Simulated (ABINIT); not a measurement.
# LiHF2 (C2/m): G0W0 with ABINIT, start to end, part 2 of 3

Wanted: ground state, empty states, screening and self-energy for LiHF2 (C2/m).

ABINIT 10.8.3; PBEsol and many-body steps on it, plane waves. Known limits of the many-body steps: not at the basis limit; coarse k mesh.

So far. Step 2 (Ground state): The gap is indirect, with the least direct gap 0.13 eV higher.

**3. Bands along the symmetry lines**

Level of this step: DFT, PBEsol, plane waves, norm-conserving pseudopotentials (ABINIT).

Levels along a band path, at the cheap level, show where the edges lie and whether the meshes to come will hold them.

Contents of run.abi:

```
acell 3*1.0 Angstrom
rprim 
  2.547496000000 -1.534899000000 0.000000000000
  2.547496000000 1.534899000000 0.000000000000
  -2.526944000000 -0.000000000000 4.201520000000
ntypat 3
znucl 3 1 9
natom 4
typat 1 2 3 3
xred 
  0.000000000000 0.000000000000 0.000000000000
  0.000000000000 0.000000000000 0.500000000000
  0.209803000000 0.209803000000 0.750702000000
  0.790197000000 0.790197000000 0.249298000000
pp_dirpath "pseudos"
pseudos "Li.upf, H.upf, F.upf"
ecut 36
iscf -2
irdden 1
kptopt 0
nkpt 76
kpt 
  0.00000000 0.00000000 0.00000000
  -0.04669799 0.04669799 0.00000000
  -0.09339598 0.09339598 0.00000000
  -0.14009397 0.14009397 0.00000000
  -0.18679196 0.18679196 0.00000000
  -0.23348995 0.23348995 0.00000000
  -0.28018794 0.28018794 0.00000000
  -0.32688593 0.32688593 0.00000000
  -0.37358392 0.37358392 -0.00000000
  -0.62641608 -0.37358392 0.00000000
  -0.61061407 -0.38938593 0.00000000
  -0.59481206 -0.40518794 0.00000000
  -0.57901005 -0.42098995 0.00000000
  -0.56320804 -0.43679196 0.00000000
  -0.54740603 -0.45259397 0.00000000
  -0.53160402 -0.46839598 0.00000000
  -0.51580201 -0.48419799 0.00000000
  -0.50000000 -0.50000000 0.00000000
  -0.43750000 -0.43750000 0.00000000
  -0.37500000 -0.37500000 0.00000000
  -0.31250000 -0.31250000 0.00000000
  -0.25000000 -0.25000000 0.00000000
  -0.18750000 -0.18750000 0.00000000
  -0.12500000 -0.12500000 0.00000000
  -0.06250000 -0.06250000 0.00000000
  0.00000000 0.00000000 0.00000000
  -0.06250000 -0.06250000 0.06250000
  -0.12500000 -0.12500000 0.12500000
  -0.18750000 -0.18750000 0.18750000
  -0.25000000 -0.25000000 0.25000000
  -0.31250000 -0.31250000 0.31250000
  -0.37500000 -0.37500000 0.37500000
  -0.43750000 -0.43750000 0.43750000
  -0.50000000 -0.50000000 0.50000000
  -0.52407588 -0.47592412 0.50000000
  -0.54815177 -0.45184823 0.50000000
  -0.57222765 -0.42777235 0.50000000
  -0.59630353 -0.40369647 0.50000000
  -0.62037942 -0.37962058 0.50000000
  -0.64445530 -0.35554470 0.50000000
  -0.66853119 -0.33146881 0.50000000
  -0.69260707 -0.30739293 0.50000000
  -0.30739293 0.30739293 0.50000000
  -0.26896881 0.26896881 0.50000000
  -0.23054470 0.23054470 0.50000000
  -0.19212058 0.19212058 0.50000000
  -0.15369647 0.15369647 0.50000000
  -0.11527235 0.11527235 0.50000000
  -0.07684823 0.07684823 0.50000000
  -0.03842412 0.03842412 0.50000000
  0.00000000 0.00000000 0.50000000
  0.00000000 0.00000000 0.43750000
  0.00000000 0.00000000 0.37500000
  0.00000000 0.00000000 0.31250000
  0.00000000 0.00000000 0.25000000
  0.00000000 0.00000000 0.18750000
  0.00000000 0.00000000 0.12500000
  0.00000000 0.00000000 0.06250000
  0.00000000 0.00000000 0.00000000
  -0.50000000 0.00000000 0.50000000
  -0.43750000 0.00000000 0.43750000
  -0.37500000 0.00000000 0.37500000
  -0.31250000 0.00000000 0.31250000
  -0.25000000 0.00000000 0.25000000
  -0.18750000 0.00000000 0.18750000
  -0.12500000 0.00000000 0.12500000
  -0.06250000 0.00000000 0.06250000
  0.00000000 0.00000000 0.00000000
  -0.06250000 0.00000000 0.00000000
  -0.12500000 0.00000000 0.00000000
  -0.18750000 0.00000000 0.00000000
  -0.25000000 0.00000000 0.00000000
  -0.31250000 0.00000000 0.00000000
  -0.37500000 0.00000000 0.00000000
  -0.43750000 0.00000000 0.00000000
  -0.50000000 0.00000000 -0.00000000
istwfk *1
nband 16
nbdbuf 2
tolwfr 1e-08
nstep 40
prtwf 0
prtvol 0
indata_prefix "in"
outdata_prefix "out"
tmpdata_prefix "tmp"
```

Run with:

```bash
$ OMP_NUM_THREADS=1 mpirun -n 4 abinit run.abi > log
```

Numbers of over 12 decimals in the logs are rounded to 6 here.

Log:

```text
.Version 10.8.3 of ABINIT. v10.8.2 released Aug 2026.

 Symmetries : space group C2/m (# 12); Bravais mC (1-face-center monocl.)
[... echo of the input left out ...]
== DATASET  1 ==================================================================
-   mpi_nproc: 4, omp_nthreads: 1 (-1 if OMP is not activated)

--- !DatasetInfo
iteration_state: {dtset: 1, }
dimensions: {natom: 4, nkpt: 76, mband: 16, nsppol: 1, nspinor: 1, nspden: 1, mpw: 2327, }
cutoff_energies: {ecut:  36.0, pawecutdg:  -1.0, }
electrons: {nelect:   1.80000000E+01, charge:   0.00000000E+00, occopt:   1.00000000E+00, tsmear:   1.00000000E-02, }

 Real(R)+Recip(G) space primitive vectors, cartesian coordinates (Bohr,Bohr^-1):
 R(1)=  4.8140697 -2.9005387  0.0000000  G(1)=  0.1038622 -0.1723818  0.0624664
 R(2)=  4.8140697  2.9005387  0.0000000  G(2)=  0.1038622  0.1723818  0.0624664
 R(3)= -4.7752321  0.0000000  7.9397221  G(3)=  0.0000000  0.0000000  0.1259490
 Unit cell volume ucvol=  2.2173096E+02 bohr^3
 Angles (23,13,12)=  1.16197186E+02  1.16197186E+02  6.21390048E+01 degrees

 getcut: wavevector=  0.0000  0.0000  0.0000  ngfft=  32  32  54
         ecut(hartree)=     36.000   => boxcut(ratio)=   2.10945

--- Pseudopotential description ------------------------------------------------
- Li Generated using ONCVPSP code by D. R. Hamann
-  3.00000   3.00000  180301                  znucl, zion, pspdat
12 -116133 1 -1 1944                          pspcod,pspxc,lmax,lloc,mmax
     nproj     2     2     0
  pspatm : epsatm=    2.60875052
         --- l  ekb(1:nproj) -->
             0   -4.855856   -1.482423
             1   -2.171544   -0.427615
 pspatm: atomic psp has been read  and splines computed

- H Generated using ONCVPSP code by D. R. Hamann
-  1.00000   1.00000  180301                  znucl, zion, pspdat
12 -116133 1 -1 1180                          pspcod,pspxc,lmax,lloc,mmax
     nproj     2     1     0
  pspatm : epsatm=    0.35585368
         --- l  ekb(1:nproj) -->
             0   -1.674911   -0.523609
             1   -0.494138
 pspatm: atomic psp has been read  and splines computed

- F Generated using ONCVPSP code by D. R. Hamann
-  9.00000   7.00000  180301                  znucl, zion, pspdat
12 -116133 2 -1 832                           pspcod,pspxc,lmax,lloc,mmax
     nproj     2     2     1
  pspatm : epsatm=    4.89824381
         --- l  ekb(1:nproj) -->
[...]
2   -2.394754
 pspatm: atomic psp has been read  and splines computed

--------------------------------------------------------------------------------

================================================================================
 prteigrs : about to open file out_EIG
 Non-SCF case, kpt    1 (  0.00000  0.00000  0.00000), residuals and eigenvalues=
  1.38E-09  8.53E-10  1.34E-09  4.16E-09  5.17E-09  2.14E-09  3.42E-09  3.66E-09
[...]
Non-SCF case, kpt    3 ( -0.09340  0.09340  0.00000), residuals and eigenvalues=
[...]
5.8132E-01  5.9504E-01  6.2356E-01  6.5631E-01
[...]
Non-SCF case, kpt   75 ( -0.43750  0.00000  0.00000), residuals and eigenvalues=
[...]
Non-SCF case, kpt   76 ( -0.50000  0.00000 -0.00000), residuals and eigenvalues=
[...]
-1.5606E+00 -8.4315E-01 -8.0705E-01 -2.5898E-01 -1.8092E-01 -1.4901E-01
 -1.3687E-01 -1.2937E-01 -1.0082E-01  3.9810E-01  4.2974E-01  4.4976E-01
[...]
--- !ResultsGS
iteration_state: {dtset: 1, }
comment   : Summary of ground state results
lattice_vectors:
- [  4.8140697,  -2.9005387,   0.0000000, ]
- [  4.8140697,   2.9005387,   0.0000000, ]
- [ -4.7752321,  -0.0000000,   7.9397221, ]
lattice_lengths: [   5.62036,    5.62036,    9.26510, ]
lattice_angles: [116.197, 116.197,  62.139, ] # degrees, (23, 13, 12)
lattice_volume:   2.2173096E+02
convergence: {deltae:  0.000E+00, res2:  0.000E+00, residm:  9.988E-09, diffor:  0.000E+00, }
etotal    :  -5.70206115E+01
entropy   :   0.00000000E+00
fermie    :  -9.54477673E-02
cartesian_stress_tensor: null
pressure_GPa: null
xred      :
- [  0.0000E+00,   0.0000E+00,   0.0000E+00, Li]
- [ -1.8873E-18,  -1.8873E-18,   5.0000E-01,  H]
- [  2.0980E-01,   2.0980E-01,   7.5070E-01,  F]
- [  7.9020E-01,   7.9020E-01,   2.4930E-01,  F]
cartesian_forces: null
force_length_stats: {min: null, max: null, mean: null, }

 Integrated electronic density in atomic spheres:
 ------------------------------------------------
 Atom  Sphere_radius  Integrated_density
[...]
================================================================================

 ----iterations are completed or convergence reached----

 Mean square residual over all n,k,spin=   40.859E-10; max=  99.880E-10
 reduced coordinates (array xred) for    4 atoms
[...]
0.209803000000      0.209803000000      0.750702000000
       0.790197000000      0.790197000000      0.249298000000

 cartesian coordinates (angstrom) at end:
[...]
3     -0.828037    -0.000000     3.154089
    4      3.396085     0.000000     1.047431
 length scales=  1.889726125908  1.889726125908  1.889726125908 bohr
              =  1.000000000000  1.000000000000  1.000000000000 angstroms
 prteigrs : about to open file out_EIG
 Eigenvalues (hartree) for nkpt=  76  k points:
 kpt#   1, nband= 16, wtk=  1.00000, kpt=  0.0000  0.0000  0.0000 (reduced coord)
[...]
kpt#   2, nband= 16, wtk=  1.00000, kpt= -0.0467  0.0467  0.0000 (reduced coord)
[...]
kpt#   3, nband= 16, wtk=  1.00000, kpt= -0.0934  0.0934  0.0000 (reduced coord)
[...]
kpt#  75, nband= 16, wtk=  1.00000, kpt= -0.4375  0.0000  0.0000 (reduced coord)
[...]
kpt#  76, nband= 16, wtk=  1.00000, kpt= -0.5000  0.0000  0.0000 (reduced coord)
  -1.56058   -0.84315   -0.80705   -0.25898   -0.18092   -0.14901   -0.13687   -0.12937
  -0.10082    0.39810    0.42974    0.44976    0.53047    0.56556    0.58549    0.62687

== END DATASET(S) ==============================================================
================================================================================

 -outvars: echo values of variables after computation  --------
            nband          16
             nkpt          76
          spgroup          12
 [... the other variables as echoed above ...]

 Calculation completed.
```

It took 14 s on 4 MPI ranks of Arm Neoverse N1, shared host; peak memory 0.29 GiB.

This step gave:

```
gap                        : 8.408 eV
k of the valence top       : 0, 0, 0.5
k of the conduction bottom : 0, 0, 0
least direct gap           : 8.531 eV
```

The gap is 8.408 eV, +0.003 eV from the run before at this level.

Electronic bands along the path, in eV, zero at the top of the highest filled band:

```tsv
point	band 6	band 7	band 8	band 9	band 10	band 11	band 12	band 13
Γ	-0.32	-0.24	-0.21	-0.12	8.41	12.75	17.61	18.99
halfway	-1.14	-0.76	-0.46	-0.20	10.69	14.99	16.33	17.39
C	-1.59	-0.86	-0.59	-0.32	14.07	14.12	14.84	15.37
jump to C2	-1.59	-0.86	-0.59	-0.32	14.07	14.12	14.84	15.37
halfway	-1.35	-0.74	-0.62	-0.17	13.31	14.19	15.23	15.27
Y2	-1.24	-0.72	-0.63	-0.07	12.99	14.07	15.20	15.65
halfway	-1.49	-0.77	-0.19	-0.17	10.37	14.03	16.84	17.65
Γ	-0.32	-0.24	-0.21	-0.12	8.41	12.75	17.61	18.99
halfway	-0.87	-0.51	-0.44	-0.38	10.04	14.50	16.66	18.16
M2	-1.54	-0.72	-0.71	-0.66	12.15	14.70	16.29	17.42
halfway	-1.55	-1.23	-0.86	-0.43	12.88	14.85	15.92	16.79
D	-1.72	-1.62	-0.70	-0.36	14.27	14.40	14.71	16.13
jump to D2	-1.72	-1.62	-0.70	-0.36	14.27	14.40	14.71	16.13
halfway	-1.51	-0.93	-0.23	-0.14	11.27	13.29	16.80	17.31
A	-0.53	-0.42	-0.11	0.00	9.59	12.28	17.04	19.19
halfway	-0.46	-0.37	-0.15	-0.07	8.99	12.48	17.47	19.08
Γ	-0.32	-0.24	-0.21	-0.12	8.41	12.75	17.61	18.99
jump to L2	-0.98	-0.61	-0.39	-0.32	11.58	14.21	15.98	17.32
halfway	-0.67	-0.56	-0.28	-0.20	9.94	14.25	16.49	17.88
Γ	-0.32	-0.24	-0.21	-0.12	8.41	12.75	17.61	18.99
halfway	-0.92	-0.72	-0.56	-0.11	10.20	14.05	16.92	18.17
V2	-1.45	-1.12	-0.92	-0.14	13.43	14.29	14.84	17.04
```

The electronic bands as a text plot (rows in eV, shown from -8.0 to 14.4 only; labels by their first letter):

```
   13.9 |   +    ++++   ++     +      +++++        +  ++    ++
   13.0 |+++    + +++     +++++      +   + +++   ++     ++++    +
   12.1 |      +     ++           +++     +   +++              +
   11.1 |    ++        +        ++         +       ++         +
   10.2 |   +           +                   ++       ++      +
    9.3 |  +             ++   ++              +++      ++  ++
    8.3 |++                +++                   ++      ++
    7.4 |
    6.5 |
    5.5 |
    4.6 |
    3.7 |
    2.7 |
    1.8 |
    0.9 |
   -0.1 |************************    ****************************
   -1.0 |  ****************   ***************** ** ******  ******
   -1.9 |    *****    ***       ****************   ****       ***
   -2.9 |         ****
   -3.8 |
   -4.7 |     *************     ******************          *****
   -5.7 |*****             *****                  **********
   -6.6 |
   -7.5 |
         Γ      C|C Y       Γ      M  D|D     A   Γ|L     Γ     V
```

**4. Empty states on the mesh, 4×4×2 mesh, 26 bands**

The sums over transitions need many empty states on a uniform mesh; this step solves for them.

Contents of run.abi:

```
acell 3*1.0 Angstrom
rprim 
  2.547496000000 -1.534899000000 0.000000000000
  2.547496000000 1.534899000000 0.000000000000
  -2.526944000000 -0.000000000000 4.201520000000
ntypat 3
znucl 3 1 9
natom 4
typat 1 2 3 3
xred 
  0.000000000000 0.000000000000 0.000000000000
  0.000000000000 0.000000000000 0.500000000000
  0.209803000000 0.209803000000 0.750702000000
  0.790197000000 0.790197000000 0.249298000000
pp_dirpath "pseudos"
pseudos "Li.upf, H.upf, F.upf"
ecut 36
ngkpt 4 4 2
nshiftk 1
shiftk 0 0 0
kptopt 1
chksymbreak 0
iscf -2
irdden 1
istwfk *1
nband 26
nbdbuf 4
tolwfr 1e-09
nstep 60
prtvol 0
indata_prefix "in"
outdata_prefix "out"
tmpdata_prefix "tmp"
```

Log:

```text
.Version 10.8.3 of ABINIT. v10.8.2 released Aug 2026.

 Symmetries : space group C2/m (# 12); Bravais mC (1-face-center monocl.)
[... echo of the input left out ...]
== DATASET  1 ==================================================================
-   mpi_nproc: 4, omp_nthreads: 1 (-1 if OMP is not activated)

--- !DatasetInfo
iteration_state: {dtset: 1, }
dimensions: {natom: 4, nkpt: 14, mband: 26, nsppol: 1, nspinor: 1, nspden: 1, mpw: 2327, }
cutoff_energies: {ecut:  36.0, pawecutdg:  -1.0, }
electrons: {nelect:   1.80000000E+01, charge:   0.00000000E+00, occopt:   1.00000000E+00, tsmear:   1.00000000E-02, }

 Real(R)+Recip(G) space primitive vectors, cartesian coordinates (Bohr,Bohr^-1):
 R(1)=  4.8140697 -2.9005387  0.0000000  G(1)=  0.1038622 -0.1723818  0.0624664
 R(2)=  4.8140697  2.9005387  0.0000000  G(2)=  0.1038622  0.1723818  0.0624664
 R(3)= -4.7752321  0.0000000  7.9397221  G(3)=  0.0000000  0.0000000  0.1259490
 Unit cell volume ucvol=  2.2173096E+02 bohr^3
 Angles (23,13,12)=  1.16197186E+02  1.16197186E+02  6.21390048E+01 degrees

 getcut: wavevector=  0.0000  0.0000  0.0000  ngfft=  32  32  54
         ecut(hartree)=     36.000   => boxcut(ratio)=   2.10945

--- Pseudopotential description ------------------------------------------------
- Li Generated using ONCVPSP code by D. R. Hamann
-  3.00000   3.00000  180301                  znucl, zion, pspdat
12 -116133 1 -1 1944                          pspcod,pspxc,lmax,lloc,mmax
     nproj     2     2     0
  pspatm : epsatm=    2.60875052
         --- l  ekb(1:nproj) -->
             0   -4.855856   -1.482423
             1   -2.171544   -0.427615
 pspatm: atomic psp has been read  and splines computed

- H Generated using ONCVPSP code by D. R. Hamann
-  1.00000   1.00000  180301                  znucl, zion, pspdat
12 -116133 1 -1 1180                          pspcod,pspxc,lmax,lloc,mmax
     nproj     2     1     0
  pspatm : epsatm=    0.35585368
         --- l  ekb(1:nproj) -->
             0   -1.674911   -0.523609
             1   -0.494138
 pspatm: atomic psp has been read  and splines computed

- F Generated using ONCVPSP code by D. R. Hamann
-  9.00000   7.00000  180301                  znucl, zion, pspdat
12 -116133 2 -1 832                           pspcod,pspxc,lmax,lloc,mmax
     nproj     2     2     1
  pspatm : epsatm=    4.89824381
         --- l  ekb(1:nproj) -->
[...]
2   -2.394754
 pspatm: atomic psp has been read  and splines computed

--------------------------------------------------------------------------------

================================================================================
 prteigrs : about to open file out_EIG
 Non-SCF case, kpt    1 (  0.00000  0.00000  0.00000), residuals and eigenvalues=
  1.23E-10  1.45E-10  2.71E-10  9.21E-11  9.40E-10  1.84E-10  5.31E-10  5.57E-10
  8.13E-10  1.53E-10  5.54E-11  4.27E-10  8.41E-10  9.67E-11  2.11E-10  9.06E-10
  4.55E-10  2.64E-10  3.98E-10  2.74E-10  8.32E-10  1.33E-10  2.01E-10  1.37E-08
  6.11E-07  3.70E-06
 -1.5615E+00 -8.5973E-01 -8.0305E-01 -2.9430E-01 -1.0859E-01 -1.0728E-01
 -1.0442E-01 -1.0324E-01 -1.0010E-01  2.1342E-01  3.7287E-01  5.5164E-01
  6.0248E-01  6.0363E-01  6.3679E-01  7.4706E-01  8.3642E-01  8.5245E-01
  9.2495E-01  9.4834E-01  9.4847E-01  9.9702E-01  1.0483E+00  1.0962E+00
  1.1653E+00  1.1941E+00
 prteigrs : prtvol=0 or 1, do not print more k-points.

--- !ResultsGS
iteration_state: {dtset: 1, }
comment   : Summary of ground state results
lattice_vectors:
- [  4.8140697,  -2.9005387,   0.0000000, ]
- [  4.8140697,   2.9005387,   0.0000000, ]
- [ -4.7752321,  -0.0000000,   7.9397221, ]
lattice_lengths: [   5.62036,    5.62036,    9.26510, ]
lattice_angles: [116.197, 116.197,  62.139, ] # degrees, (23, 13, 12)
lattice_volume:   2.2173096E+02
convergence: {deltae:  0.000E+00, res2:  0.000E+00, residm:  9.960E-10, diffor:  0.000E+00, }
etotal    :  -5.70206115E+01
entropy   :   0.00000000E+00
fermie    :  -9.54477673E-02
cartesian_stress_tensor: null
pressure_GPa: null
xred      :
- [  0.0000E+00,   0.0000E+00,   0.0000E+00, Li]
- [ -1.8873E-18,  -1.8873E-18,   5.0000E-01,  H]
- [  2.0980E-01,   2.0980E-01,   7.5070E-01,  F]
- [  7.9020E-01,   7.9020E-01,   2.4930E-01,  F]
cartesian_forces: null
force_length_stats: {min: null, max: null, mean: null, }

 Integrated electronic density in atomic spheres:
 ------------------------------------------------
 Atom  Sphere_radius  Integrated_density
[...]
================================================================================

 ----iterations are completed or convergence reached----

 Mean square residual over all n,k,spin=   37.373E-11; max=  99.596E-11
 reduced coordinates (array xred) for    4 atoms
[...]
0.209803000000      0.209803000000      0.750702000000
       0.790197000000      0.790197000000      0.249298000000

 cartesian coordinates (angstrom) at end:
    1      0.000000     0.000000     0.000000
    2     -1.263472    -0.000000     2.100760
    3     -0.828037    -0.000000     3.154089
    4      3.396085     0.000000     1.047431
 length scales=  1.889726125908  1.889726125908  1.889726125908 bohr
              =  1.000000000000  1.000000000000  1.000000000000 angstroms
 prteigrs : about to open file out_EIG
 Eigenvalues (hartree) for nkpt=  14  k points:
 kpt#   1, nband= 26, wtk=  0.03125, kpt=  0.0000  0.0000  0.0000 (reduced coord)
  -1.56146   -0.85973   -0.80305   -0.29430   -0.10859   -0.10728   -0.10442   -0.10324
  -0.10010    0.21342    0.37287    0.55164    0.60248    0.60363    0.63679    0.74706
   0.83642    0.85245    0.92495    0.94834    0.94847    0.99702    1.04828    1.09624
   1.16534    1.19406
 prteigrs : prtvol=0 or 1, do not print more k-points.

== END DATASET(S) ==============================================================
================================================================================

 -outvars: echo values of variables after computation  --------
            nband          26
             nkpt          14
          spgroup          12
 [... the other variables as echoed above ...]

 Calculation completed.
```

Wall time 7 s (4 MPI ranks); peak memory 0.26 GiB; 28 s of CPU time.

Numbers from this step:

```
gap                                                           : 8.408 eV
k of the valence top                                          : 0, 0, 0.5
k of the conduction bottom                                    : 0, 0, 0
least direct gap                                              : 8.531 eV
k points computed                                             : 14
lowest point of the top converged band, above the valence top : 28.53 eV
```

On this mesh the gap is 8.408 eV.

(Part 2 of 3 ends here.)

[Paths, hosts, dates, memory and timing lines, banners, echoed tables and standing remarks are left out of the program output.]

[Logs are printed without paths, hosts, clocks, repeated set-up lines and the standing remarks that a program may print on its own settings, such as how far it seeks lower states.]

[Runs of the session that timed out or met a known fault of the program may be left out.]

[Hosts, paths, dates, database ids (printed as entryN), source tags and the programs' standing remarks are cut or masked in the printed files.]

[G0W0 gaps are taken among the corrected bands and points alone; a level outside them can change the order at an edge.]

[Where Ansatz stands beside ABINIT at settings called matched, ABINIT's density can come from a denser mesh and the files from another edition; pairs whose starting gaps differed by over 0.03 eV were left out, so agreement reads better than it is.]
